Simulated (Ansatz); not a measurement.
# ZnAu (Pm-3m): from the cell to its phonons, part 2 of 2

The cell of ZnAu (Pm-3m) is at rest. What are its phonons? After the zone centre comes a 4×4×4 q mesh on a 16×16×16 k mesh.

Ansatz 0.2.0; DFT PBEsol, scalar-relativistic, plane waves, PAW; PAW set soft_1.

So far. Step 2 (Modes at Γ): Before it was imposed, the acoustic sum rule was missed by 1.4e-4 eV/Å². Small misses are needed for a sound result but don't prove that mesh and cutoff are converged. The lowest optical mode is real, 144 cm⁻¹.

## 3. Response at finite wavevector

Stability and thermal properties need the whole zone. Linear response on a 4×4×4 q mesh gives force constants as far as a supercell of that size would.

File input.yaml:

```yaml
crystal:
  lattice:
    - [3.1278066227, 0.0, 0.0]
    - [0.0, 3.1278066227, 0.0]
    - [0.0, 0.0, 3.1278066227]
  atoms:
    - { symbol: Zn, position: [0.5, 0.5, 0.5] }
    - { symbol: Au, position: [0.0, 0.0, 0.0] }
kpoints:
  mp_grid: { grid: [16, 16, 16] }
hamiltonian:
  xc: pbesol
  pseudopotentials: { kind: paw, azcp: { folder: soft_1 }, xc_functional: pbe }
scf:
  occupations: { method: methfessel_paxton, width: 0.2 }
output:
  eigenvalues: true
phonons:
  method: dfpt
  qmesh: [4, 4, 4]
  temperatures: { t_max: 1000, t_step: 50 }
  qpath:
    path:
      - [[0.0, 0.0, 0.0], [0.0, 0.5, 0.0], [0.5, 0.5, 0.0], [0.0, 0.0, 0.0], [0.5, 0.5, 0.5], [0.0, 0.5, 0.0]]
      - [[0.5, 0.5, 0.5], [0.5, 0.5, 0.0]]
    npoints: 10
```

Started as:

```
ansatz run input.yaml --threads 4 --pin off --max-ram 10240MiB --backend cpu --events-out ev --progress --plain --runs-dir out
```

Numbers of over 12 decimals in the logs are rounded to 6 here.

The log of the run:

```text
[...]
Crystal: 2 atoms, lattice volume = 30.600 Å³
Basis set: ecut = 420 eV, 619 PW (Γ), exchange–correlation on 48×48×48 points (8 copies of the dense FFT grid, shifted against one another)
Bands: 20, of which v1, the nominal top of the filled ones, is band 16 counted from 1 (15 counted from 0)
Symmetry: 48 space group operations
k-points: 165 of 4096
[...]
SCF iter   1: F=—  HF=-16293.019650 eV  |F-HF|=—  |Δ(HF+E_count)|=         —  Δρ=1.70e-1  dr2=1.13e1  ethr=3.10e-3  ⟨swp⟩=4.9  Hψ=15186  notcnv=0
[...]
SCF iter   9: F=-16290.200060 eV  HF=-16290.200060 eV  |F-HF|=3.64e-12  |Δ(HF+E_count)|=   3.44e-9  S|Δr|=    0.00e0  Δρ=1.33e-7  dr2=4.10e-12  ethr=1.00e-12  ⟨swp⟩=7.3  Hψ=20310  notcnv=0
SCF 1 converged in 9 iterations: F = -16290.200060 eV  dr2 = 4.10e-12
[...]
phonons: the bands overlap, so this run is a metal and interpolates without the dipole-dipole term. If the crystal is really an insulator or semiconductor, its LO-TO splitting is missing
NSCF: frozen V_eff on 165 k-points
WARN: eigensolver did not converge (k=88): 1 band(s) unlocked after 20 sweeps at ethr=1.23e-12 eV (storage-precision floor; scheduled 1.00e-12 eV) (lowest unlocked band 19, counted from 0; max residual 2.30e-6 eV among the unlocked bands, 2.30e-6 eV over every band; other slots of this pass that fall short are told together in one closing line; warning suppressed until the next SCF loop or pass starts)
[...]
DFPT response loops at q = (0, 0, 0) (fractional): preconditioner auto → Kerker (q_TF=auto, 2.734 Å⁻¹) (partly filled bands, converged f_vac=0.000); β = 1.00, the filter's whole step (`scf.mixing.beta` (0.50) is not read by the response loops under this deck's `scf.mixing.preconditioner`; to damp them name `kerker` or `kerker_dos`, under which they read `scf.mixing.beta`, and type it under 1.00, their step now; both keys bind the ground state too); Broyden in place of MSR1
[...]
SCF converged after 9 iterations
[...]
Free energy (F): -16290.200060 eV
[...]
Internal energy: -16290.200290 eV  (E = F + TS)
E sigma→0 (E₀):  -16290.200117 eV
Entropy (-TS):   0.000230 eV (0.115 meV/atom)
Fermi energy:    17.210389 eV
[...]
--- Band table (eV; the first three rows and the last of 165) ---
  k-point 0: bands = [... 12 lower, 13.4821, 13.4821, 13.4821, 22.1881, 22.1881, 22.1881, 26.2571, 29.4242]
  k-point 1: bands = [... 12 lower, 13.4253, 13.4253, 13.4756, 21.6144, 22.3240, 22.3240, 26.6305, 29.3444]
  k-point 2: bands = [... 12 lower, 13.2694, 13.2694, 13.4570, 20.3957, 22.7171, 22.7171, 27.1769, 29.1230]
  k-point 164: bands = [... 12 lower, 14.1310, 14.1310, 18.6420, 20.8613, 20.9681, 20.9681, 20.9681, 23.2000]
--- Phonons (Γ-DFPT): 2 representative perturbations + reference (Σ response iterations 7) ---
  ASR residual: 1.413e-4 → 0.000e0 eV/Å²; symmetrization residual: 1.382e-5 eV/Å²
  ASR residual per site (eV/Å²): 2.95e-5 1.41e-4
  Γ frequencies (cm⁻¹): 0.00 0.00 0.00 143.85 143.85 143.85
--- Phonons (arbitrary-q DFPT): 10 irreducible q on the 4×4×4 mesh ---
  q = [0.0000, 0.0000, 0.0000] (star 1, of the zone-centre solve; hermiticity 7.40e-6, symmetrization 2.64e-12): -0.00 0.00 0.00 143.85 143.85 143.85
  q = [0.0000, 0.0000, 0.2500] (star 6, 4 solved perturbations in 4032 linear systems a pass and spin channel, the states on 1296 of 4096 k-point pairs; hermiticity 3.08e-6, symmetrization 1.17e-12): 43.95 43.95 73.88 137.43 137.43 156.91
[...]
q = [0.0000, 0.2500, -0.5000] (star 12, 6 solved perturbations on 1296 of 4096 k-point pairs; hermiticity 3.71e-6, symmetrization 6.32e-14): 38.22 60.95 61.80 128.22 159.63 173.00
[...]
sum rule: each row above includes the acoustic sum rule's correction from the zone centre's row sums; it moved no ω² by more than (0.44 cm⁻¹)²
  mesh force constants: q→R imaginary residual 4.60e-18; ASR residual 1.413e-4 → 0.000e0 eV/Å²; symmetrization residual 2.665e-15 eV/Å²
  interpolated dispersion: 62 rows × 6 modes
  density of states and harmonic sums: on the 20×20×20 q-mesh, interpolated from the force constants of a 4×4×4 supercell (no non-analytic term)
  largest difference from the sums on the solved wave vectors: F 3.90e-3 eV, S 7.78e-6 and C_V 3.88e-6 eV/K
  zero-point energy: 0.038025 eV/cell   skipped modes (ω ≤ 0): 4, of them read as no rigid motion or as one in doubt: 1 (1.500e-3 modes/cell left out, lowest -3.11 cm⁻¹)   left out of the sums: 3.13e-4 of the cell's modes: C_V's classical limit lies that fraction below 3 k_B per atom; for a crystal, a wire or a layer, F and S can be off by more, and a phonons.interpolated_qmesh denser along its periods is the remedy for the sampling
```

It took 8.6 min on 4 threads of Arm Neoverse V2, shared host; peak memory 3.5 GiB; 33 min of CPU time.

Numbers from this step:

```yaml
sum_rule_residual_before_enforcement: 1.41e-4 eV/Å²
lowest_frequency_on_the_path: -3.107 cm⁻¹
highest_frequency_on_the_path_or_at_a_solved_wavevector: 176.8 cm⁻¹
mean_frequency: 102.3 cm⁻¹
debye_temperature_second_moment: 213 K
logarithmic_mean_frequency: 85.9 cm⁻¹
lowest_mode_on_the_q_mesh_acoustic_modes_at_gamma_apart: 8.23 cm⁻¹
zero_point_energy_per_atom: 19.01 meV
heat_capacity_at_300_k: 24.32 J/(mol atoms K)
vibrational_entropy_at_300_k: 47.37 J/(mol atoms K)
edges_of_the_widest_gap_between_branches_on_path_and_mesh: 101.7, 128.1 cm⁻¹
```

Frequencies (cm⁻¹) solved at each irreducible wavevector; negative means imaginary. Frequencies by wavevector, by row:

| q in reciprocal lattice units | star | mode 1 | mode 2 | mode 3 | mode 4 | mode 5 | mode 6 |
| --- | --- | --- | --- | --- | --- | --- | --- |
| 0 0 0 | 1 | 0 | 0 | 0 | 143.8 | 143.8 | 143.8 |
| 0 0 0.25 | 6 | 44 | 44 | 73.9 | 137.4 | 137.4 | 156.9 |
| 0 0 -0.5 | 3 | 58.8 | 58.8 | 101.7 | 128.4 | 128.4 | 168.6 |
| 0 0.25 0.25 | 12 | 8.2 | 56.7 | 79.4 | 132.8 | 152.4 | 162 |
| 0 0.25 -0.5 | 12 | 38.2 | 61 | 61.8 | 128.2 | 159.6 | 173 |
| 0 -0.5 -0.5 | 3 | 19.2 | 19.2 | 65.9 | 129.2 | 176.8 | 176.8 |
| 0.25 0.25 0.25 | 8 | 42 | 42 | 67.4 | 152.7 | 152.7 | 156 |
| 0.25 0.25 -0.5 | 12 | 39 | 53.5 | 66.6 | 137.3 | 158.9 | 168.3 |
| 0.25 -0.5 -0.5 | 6 | 50.5 | 50.5 | 68.8 | 136.3 | 164.7 | 164.7 |
| -0.5 -0.5 -0.5 | 1 | 85.8 | 85.8 | 85.8 | 148.1 | 148.1 | 148.1 |

Interpolated from a 4×4×4 q mesh. The phonon branches at the labelled points (cm⁻¹):

| point | branch 1 | branch 2 | branch 3 | branch 4 | branch 5 | branch 6 |
| --- | --- | --- | --- | --- | --- | --- |
| Γ | 0 | 0 | 0 | 144 | 144 | 144 |
| halfway | 44 | 44 | 74 | 137 | 137 | 157 |
| X | 59 | 59 | 102 | 128 | 128 | 169 |
| halfway | 38 | 61 | 62 | 128 | 160 | 173 |
| M | 19 | 19 | 66 | 129 | 177 | 177 |
| halfway | 8 | 57 | 79 | 133 | 152 | 162 |
| Γ | 0 | 0 | 0 | 144 | 144 | 144 |
| halfway | 42 | 42 | 67 | 153 | 153 | 156 |
| R | 86 | 86 | 86 | 148 | 148 | 148 |
| halfway | 39 | 54 | 67 | 137 | 159 | 168 |
| X | 59 | 59 | 102 | 128 | 128 | 169 |
| jump to R | 86 | 86 | 86 | 148 | 148 | 148 |
| halfway | 50 | 50 | 69 | 136 | 165 | 165 |
| M | 19 | 19 | 66 | 129 | 177 | 177 |

The phonon branches as a text plot (rows in cm⁻¹):

```
    173 |         *********                          ***      ***
    166 |     ****  *     ****                     **   **   *
    158 |   **             ** *         *****    *****     **
    151 |  *       *         * **    *************    *   *
    143 |***      *           *********          ***   *   **
    136 |   ***              ***                    *** *    *
    128 |      **************                          ***    ***
    121 |
    113 |
    106 |
     98 |      ***                                      **
     91 |     *
     83 |    *    *          *               *****     *  *
     76 |   *              ** *      ***    **   **        **
     68 |          *  ****     *        *        * ** *    * ****
     61 |      *******    ***       *    ****     *  *****  *
     53 |    **   * *        ** *        ***      ***  **    *
     46 |  **      *     *              *          *  *
     38 |            *         *       *            **
     31 | **        *** *       *  * **                       *
     23 | *           *          *  *                          **
     16 |*             ***    **** *
      8 |*                *  *   *
      1 |                  **     *
         Γ      X      M          Γ            R        X|R     M
```

Tetrahedra on a 20×20×20 mesh, mean over bins of 2 cm-1. Interpolated from a 4×4×4 q mesh. The phonon density of states by wavenumber; read off at these points:

| wavenumber (cm⁻¹) | phonon density of states (1/cm⁻¹/cell) |
| --- | --- |
| -3.0 | 0 |
| 3.0 | 2.9e-4 |
| 9.0 | 0.00254 |
| 15.0 | 0.0105 |
| 21.0 | 0.0228 |
| 29.0 | 0.0338 |
| 35.0 | 0.0411 |
| 37.0 | 0.0448 |
| 41.0 | 0.0379 |
| 47.0 | 0.0392 |
| 53.0 | 0.0615 |
| 59.0 | 0.0844 |
| 65.0 | 0.0958 |
| 71.0 | 0.0318 |
| 77.0 | 0.0359 |
| 83.0 | 0.0154 |
| 91.0 | 0.00423 |
| 97.0 | 0.00174 |
| 103.0 | 0 |
| 109.0 | 0 |
| 115.0 | 0 |
| 121.0 | 0 |
| 127.0 | 0 |
| 131.0 | 0.0794 |
| 133.0 | 0.0688 |
| 139.0 | 0.0667 |
| 145.0 | 0.05 |
| 153.0 | 0.0416 |
| 159.0 | 0.0770 |
| 165.0 | 0.0764 |
| 169.0 | 0.0941 |
| 171.0 | 0.0797 |
| 177.0 | 0.00254 |

Phonopy on the run's constants, 19x19x19 mesh, Gaussian sigma 2.0 cm-1. Interpolated from a 4×4×4 q mesh. The partial phonon density of states by wavenumber; read off at these points; values in 1/cm⁻¹/cell:

| wavenumber (cm⁻¹) | Au | Zn |
| --- | --- | --- |
| -10.0 | 0 | 0 |
| -5.0 | 2.0e-4 | 7.5e-5 |
| 0.0 | 1.2e-4 | 3.9e-5 |
| 5.0 | 6.6e-4 | 2.4e-4 |
| 10.0 | 0.00351 | 0.00125 |
| 15.0 | 0.00839 | 0.00292 |
| 20.0 | 0.0153 | 0.00521 |
| 25.0 | 0.0201 | 0.00645 |
| 30.0 | 0.0263 | 0.00784 |
| 35.0 | 0.0327 | 0.00861 |
| 40.0 | 0.0332 | 0.00788 |
| 45.0 | 0.0311 | 0.00667 |
| 50.0 | 0.0381 | 0.00748 |
| 55.0 | 0.0562 | 0.00884 |
| 60.0 | 0.0728 | 0.00604 |
| 62.7 | 0.0793 | 0.00522 |
| 65.0 | 0.0694 | 0.00455 |
| 70.0 | 0.0317 | 0.00367 |
| 75.0 | 0.0280 | 0.00258 |
| 80.0 | 0.0299 | 0.00211 |
| 85.0 | 0.0100 | 8.9e-4 |
| 90.0 | 0.00439 | 6.3e-4 |
| 95.0 | 0.00242 | 2.5e-4 |
| 100.0 | 7.2e-4 | 4.4e-5 |
| 105.0 | 4.2e-5 | 0 |
| 110.0 | 0 | 0 |
| 115.0 | 0 | 0 |
| 120.0 | 0 | 3.8e-6 |
| 125.0 | 3.4e-5 | 0.00513 |
| 130.0 | 0.00118 | 0.0656 |
| 131.1 | 0.00179 | 0.0711 |
| 135.0 | 0.00371 | 0.0608 |
| 140.0 | 0.00674 | 0.0597 |
| 145.0 | 0.00639 | 0.0454 |
| 150.0 | 0.00558 | 0.0309 |
| 155.0 | 0.00996 | 0.0426 |
| 160.0 | 0.0151 | 0.0594 |
| 160.9 | 0.0153 | 0.0603 |
| 165.0 | 0.0149 | 0.0625 |
| 168.6 | 0.0150 | 0.0687 |
| 170.0 | 0.0145 | 0.0651 |
| 175.0 | 0.00649 | 0.0209 |
| 180.0 | 2.5e-4 | 6.8e-4 |
| 185.0 | 0 | 0 |

Second derivatives of the energy by pair, one row for each kind of neighbour of each atom listed. Each entry sums the pair over the periodic images of the supercell that the q mesh stands for, and in a polar crystal it holds the long-range dipole part too. Force constants by pair, by row:

| atom | neighbour | distance (Å) | third of the trace (eV/Å²) | along the pair's line (eV/Å²) |
| --- | --- | --- | --- | --- |
| Zn1 | itself | 0 | 4.821 | – |
| Zn1 | Au | 2.709 | -0.4546 | -1.933 |
| Zn1 | Zn | 3.128 | -0.0756 | -0.4365 |
| Zn1 | Zn | 4.423 | -0.0283 | -0.1106 |
| Zn1 | Au | 5.187 | 0.0018 | 0.0121 |
| Zn1 | Zn | 5.418 | -0.0227 | -0.0676 |
| Zn1 | Zn | 6.256 | -0.005 | -8.00e-4 |
| Zn1 | Au | 6.817 | -0.0087 | -0.0147 |
| Zn1 | Zn | 6.994 | -0.0083 | -0.0086 |
| Au2 | itself | 0 | 4.573 | – |
| Au2 | Zn | 2.709 | -0.4546 | -1.933 |
| Au2 | Au | 3.128 | -0.1249 | -0.8497 |
| Au2 | Au | 4.423 | -0.0187 | -0.1225 |
| Au2 | Zn | 5.187 | 0.0018 | 0.0121 |
| Au2 | Au | 5.418 | 0.0345 | 0.119 |
| Au2 | Au | 6.256 | 0.0422 | 0.1461 |
| Au2 | Zn | 6.817 | -0.0087 | -0.0147 |
| Au2 | Au | 6.994 | -0.0248 | -0.0418 |

Harmonic thermodynamic functions per atom, from the density of states. Interpolated from a 4×4×4 q mesh. Thermodynamic functions, by row:

| T (K) | F_vib (meV/atom) | S (J/mol-atom/K) | C_V (J/mol-atom/K) |
| --- | --- | --- | --- |
| 0 | 19.01 | 0 | 0 |
| 50 | 16.89 | 10.38 | 13.36 |
| 100 | 8.3 | 22.22 | 20.32 |
| 200 | -23.44 | 37.64 | 23.59 |
| 300 | -67.8 | 47.37 | 24.32 |
| 400 | -120.7 | 54.41 | 24.59 |
| 500 | -180.1 | 59.91 | 24.71 |
| 600 | -244.6 | 64.42 | 24.78 |
| 700 | -313.4 | 68.24 | 24.82 |
| 800 | -385.8 | 71.56 | 24.85 |
| 900 | -461.5 | 74.49 | 24.87 |
| 1000 | -540.1 | 77.11 | 24.88 |

Harmonic mean-square displacement, third of the trace. Interpolated from a 4×4×4 q mesh. Mean square displacements, by row:

| T (K) | Zn1 U_eq (Å²) | Au2 U_eq (Å²) |
| --- | --- | --- |
| 0 | 0.00249 | 0.0017 |
| 100 | 0.00718 | 0.00689 |
| 300 | 0.02002 | 0.02014 |
| 600 | 0.03973 | 0.04017 |

Symmetry leaves 10 wavevectors to solve. The lowest mode among them, the acoustic zeros apart, lies at q = (0, 0.25, 0.25) and is real, 8.2 cm⁻¹.

## 4. Isotope substitution

An isotope changes the mass and not the force constants, so no new electronic calculation is needed; the shifts show which modes move this element.

The same force constants with the mass of Zn changed from 65.380 to 67.925 u (phonopy, no LO-TO term). Both lists are sorted by frequency; levels can cross, so a row need not hold one and the same mode. Modes under 3 cm⁻¹ are left out. Isotope shifts, by row:

| q | rank | natural mass (cm⁻¹) | changed mass (cm⁻¹) |
| --- | --- | --- | --- |
| 0 0 0 | 4 | 143.8 | 141.8 |
| 0 0 0 | 5 | 143.8 | 141.8 |
| 0 0 0 | 6 | 143.8 | 141.8 |
| 0 0 0.25 | 1 | 43.95 | 43.82 |
| 0 0 0.25 | 2 | 43.95 | 43.82 |
| 0 0 0.25 | 3 | 73.88 | 73.7 |
| 0 0 0.25 | 4 | 137.4 | 135.2 |
| 0 0 0.25 | 5 | 137.4 | 135.2 |
| 0 0 0.25 | 6 | 156.9 | 154.3 |
| 0 0 -0.5 | 1 | 58.84 | 58.84 |
| 0 0 -0.5 | 2 | 58.84 | 58.84 |
| 0 0 -0.5 | 3 | 101.7 | 101.7 |
| 0 0 -0.5 | 4 | 128.4 | 126 |
| 0 0 -0.5 | 5 | 128.4 | 126 |
| 0 0 -0.5 | 6 | 168.6 | 165.4 |
| 0 0.25 0.25 | 1 | 8.23 | 8.19 |
| 0 0.25 0.25 | 2 | 56.7 | 56.62 |
| 0 0.25 0.25 | 3 | 79.37 | 79.33 |
| 0 0.25 0.25 | 4 | 132.8 | 130.5 |
| 0 0.25 0.25 | 5 | 152.4 | 149.6 |
| 0 0.25 0.25 | 6 | 162 | 159.7 |

A mode of this element alone would shift by -1.89 %. The highest zone-centre frequency without the field goes from 143.8 to 141.8 cm⁻¹ (-1.4 %). The product of the frequency ratios over all optical modes at Γ is 0.958; the product rule, (m/m′)^(3k/2) (M′/M)^(3/2) with k = 1 such atoms and M the mass of the cell, gives 0.958.

## 5. Outcome

```
space group (within 0.01 Å)                             : Pm-3m
volume per atom                                         : 15.3 Å³
electronic character                                    : no gap on this mesh
highest optical mode at the zone centre (no LO-TO term) : 144 cm⁻¹
lowest optical zone-centre mode                         : 144 cm⁻¹
lowest mode on the q mesh (acoustic modes at Γ apart)   : 8.2 cm⁻¹
highest frequency on the path or at a solved wavevector : 177 cm⁻¹
zero-point energy per atom                              : 19.0 meV
heat capacity at 300 K                                  : 24.3 J/(mol atoms K)
vibrational entropy at 300 K                            : 47.4 J/(mol atoms K)
Debye temperature (second moment)                       : 213 K
imaginary modes on the 4×4×4 q mesh                     : none
```

No mode is imaginary at the 10 irreducible wavevectors solved, but between them the interpolated path dips to 3.1i cm⁻¹, so stability is not settled. The optical modes at Γ form one degenerate level at 144 cm⁻¹. The highest mode in this list at Γ, 143.8 cm⁻¹, is mostly motion of Zn (75 % of the kinetic energy). On the path and the mesh, the widest gap between branches runs from 102 to 128 cm⁻¹. With no gap, or one that is small against the smearing, the frequencies hang on the k mesh and the smearing, most of all near Kohn anomalies. The phonon runs are without spin polarisation, although the cell has an odd electron count. Spin-orbit coupling is left out, which can matter for the heavy elements here. The PAW files were made for PBE and serve the other functionals too. A phonon run warned that its eigensolver left some bands unconverged in a pass. These are harmonic frequencies at zero temperature: anharmonic shifts, linewidths and thermal expansion are left out.

[Logs are printed without paths, hosts, clocks, repeated set-up lines and the standing remarks that a program may print on its own settings, such as how far it seeks lower states.]

[Hosts, paths, dates, database ids (printed as entryN), source tags and the programs' standing remarks are cut or masked in the printed files.]
